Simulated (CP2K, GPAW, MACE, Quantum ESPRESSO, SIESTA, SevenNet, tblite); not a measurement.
# What went wrong? CP2K on generalised stacking fault on (111) (glide set) of a Ge-Sn solid solution (48 atoms)

Program: CP2K 2026.2, a calculation on a cell of 34 Ge and 14 Sn, 25.7 Å³ an atom.

Input file input.inp:

```
&GLOBAL
  PROJECT cell
  RUN_TYPE ENERGY_FORCE
  PRINT_LEVEL LOW
&END GLOBAL
&FORCE_EVAL
  METHOD QS
  STRESS_TENSOR ANALYTICAL
  &DFT
    BASIS_SET_FILE_NAME BASIS_MOLOPT
    POTENTIAL_FILE_NAME GTH_POTENTIALS
    &MGRID
      CUTOFF 350
      REL_CUTOFF 50
    &END MGRID
    &QS
      EPS_DEFAULT 1.0E-12
    &END QS
    &SCF
      SCF_GUESS ATOMIC
      EPS_SCF 1.0E-06
      MAX_SCF 5
      ADDED_MOS 21
      &DIAGONALIZATION
        ALGORITHM STANDARD
      &END DIAGONALIZATION
      &SMEAR ON
        METHOD FERMI_DIRAC
        ELECTRONIC_TEMPERATURE [K] 580
      &END SMEAR
      &MIXING
        METHOD BROYDEN_MIXING
        ALPHA 0.15
        NBROYDEN 8
      &END MIXING
      &PRINT
        &RESTART OFF
        &END RESTART
      &END PRINT
    &END SCF
    &XC
      &XC_FUNCTIONAL PBE
      &END XC_FUNCTIONAL
    &END XC
    &PRINT
      &MULLIKEN ON
      &END MULLIKEN
      &HIRSHFELD ON
        SHAPE_FUNCTION DENSITY
      &END HIRSHFELD
      &MO ON
        EIGENVALUES T
        OCCUPATION_NUMBERS T
        MO_INDEX_RANGE 85 108
        &EACH
          QS_SCF 0
        &END EACH
        ADD_LAST NUMERIC
      &END MO
    &END PRINT
  &END DFT
  &SUBSYS
    &CELL
      A 8.33424 0.00000 0.00000
      B 0.00000 7.21767 0.00000
      C 0.34729 0.00000 20.51464
    &END CELL
    &COORD
      SCALED
      Ge 0.74989 0.49328 0.02279
      Sn 0.74158 0.49021 0.14650
      Sn 0.73999 0.83068 0.18566
      Ge 0.73276 0.83620 0.30899
      Sn 0.25531 0.49226 0.01935
      Ge 0.24120 0.49682 0.14490
      Ge 0.24259 0.83168 0.18562
      Ge 0.23757 0.83399 0.31193
      Ge 0.49895 0.00761 0.01735
      Ge 0.49702 0.99636 0.14539
[... 34 atom lines left out ...]
      Sn 0.95738 0.66591 0.84929
      Ge 0.95469 0.66599 0.97692
      Ge 0.20949 0.17119 0.85269
      Ge 0.20626 0.16925 0.97468
    &END COORD
    &KIND Ge
      BASIS_SET DZVP-MOLOPT-SR-GTH-q4
      POTENTIAL GTH-PBE-q4
    &END KIND
    &KIND Sn
      BASIS_SET DZVP-MOLOPT-SR-GTH-q4
      POTENTIAL GTH-PBE-q4
    &END KIND
  &END SUBSYS
  &PRINT
    &FORCES ON
    &END FORCES
    &STRESS_TENSOR ON
    &END STRESS_TENSOR
  &END PRINT
&END FORCE_EVAL
```

Command:

```bash
> OMP_NUM_THREADS=2 cp2k.psmp -i input.inp > output.txt
```

Numbers of over 12 decimals in the logs are rounded to 6 here.

The log of the run:

```text
CP2K| version string:                                       CP2K version 2026.2
 CP2K| Input file name                                                 input.inp
 GLOBAL| Basis set file name                                        BASIS_MOLOPT
 GLOBAL| Potential file name                                      GTH_POTENTIALS
 GLOBAL| Run type                                                   ENERGY_FORCE
 GLOBAL| Total number of message passing processes                             1
 GLOBAL| Number of threads for this process                                    2
 TOTAL NUMBERS AND MAXIMUM NUMBERS
  Total number of            - Atomic kinds:                                   2
                             - Atoms:                                         48
                             - Shell sets:                                    48
                             - Shells:                                       240
                             - Primitive Cartesian functions:                206
                             - Cartesian basis functions:                    672
                             - Spherical basis functions:                    624
  Maximum angular momentum of- Orbital basis functions:                        2
                             - Local part of the GTH pseudopotential:          0
                             - Non-local part of the GTH pseudopotential:      4
 SCF PARAMETERS         Density guess:                                    ATOMIC
                        max_scf:                                               5
                        eps_scf:                                        1.00E-06
                        added MOs                                        21    0
                        Mixing method:                            BROYDEN_MIXING
                                                charge density mixing in g-space
                        Smear method:                                FERMI_DIRAC
                        Electronic temperature [K]:                        580.0
                        Electronic temperature [a.u.]:                  1.84E-03
                        Accuracy threshold:                             1.00E-10
 Extrapolation method: initial_guess
 Number of electrons:                                                        192
 Number of occupied orbitals:                                                 96
 Number of molecular orbitals:                                               117
 Number of orbital functions:                                                624
 Number of independent orbital functions:                                    624
 SCF WAVEFUNCTION OPTIMIZATION
  Step     Update method      Time    Convergence         Total energy    Change
     1 NoMix/Diag. 0.15E+00    2.7     0.66544315      -183.5224635621 -1.84E+02
     2 Broy./Diag. 0.15E+00    4.3     0.05517793      -180.5831242045  2.94E+00
     3 Broy./Diag. 0.15E+00    4.3     0.23915571      -180.8909128619 -3.08E-01
     4 Broy./Diag. 0.15E+00    4.3     0.04113900      -181.5135102138 -6.23E-01
     5 Broy./Diag. 0.15E+00    4.4     0.20749260      -181.5213827035 -7.87E-03
  Leaving inner SCF loop after reaching     5 steps.
  Electronic density on regular grids:       -192.0000000000        0.0000000000
  Core density on regular grids:              191.9999999992       -0.0000000008
  Total charge density on r-space grids:       -0.0000000008
  Total charge density g-space grids:          -0.0000000008
  Overlap energy of the core charge distribution:               1.67731e-06
  Self energy of the core charge distribution:               -388.629397
  Core Hamiltonian energy:                                     92.061222
  Hartree energy:                                             169.659343
  Exchange-correlation energy:                                -54.602290
  Electronic entropic energy:                                  -0.010857
  Fermi energy:                                                 0.157309
  Total energy:                                              -181.521383
  Total energy (extrapolated to T->0):                       -181.515954
 *   ___                                                                       *
 *  /   \                                                                      *
 * [ABORT]                                                                     *
 *  \___/     SCF run NOT converged. To continue the calculation regardless,   *
 *    |             please set the keyword IGNORE_CONVERGENCE_FAILURE.         *
 *  O/|                                                                        *
 * /| |                                                                        *
```

It took 26 s on 2 threads of Arm Neoverse V1, shared host; peak memory 1.2 GiB.

Banners, paths, timers and routine set-up lines are dropped from the logs unmarked, and long logs keep their key lines alone; longer cuts are marked.

Why should this run not be trusted?

Too few SCF iterations: iteration limit 5.

The run ended unconverged.

[Also dropped from logs without a mark: logging warnings of Python, and SIESTA's first energy breakdown and zero terms.]

[Logs are printed without paths, hosts, clocks, repeated set-up lines and the standing remarks that a program may print on its own settings, such as how far it seeks lower states.]

[Hosts, paths, dates, database ids (printed as entryN), source tags and the programs' standing remarks are cut or masked in the printed files.]
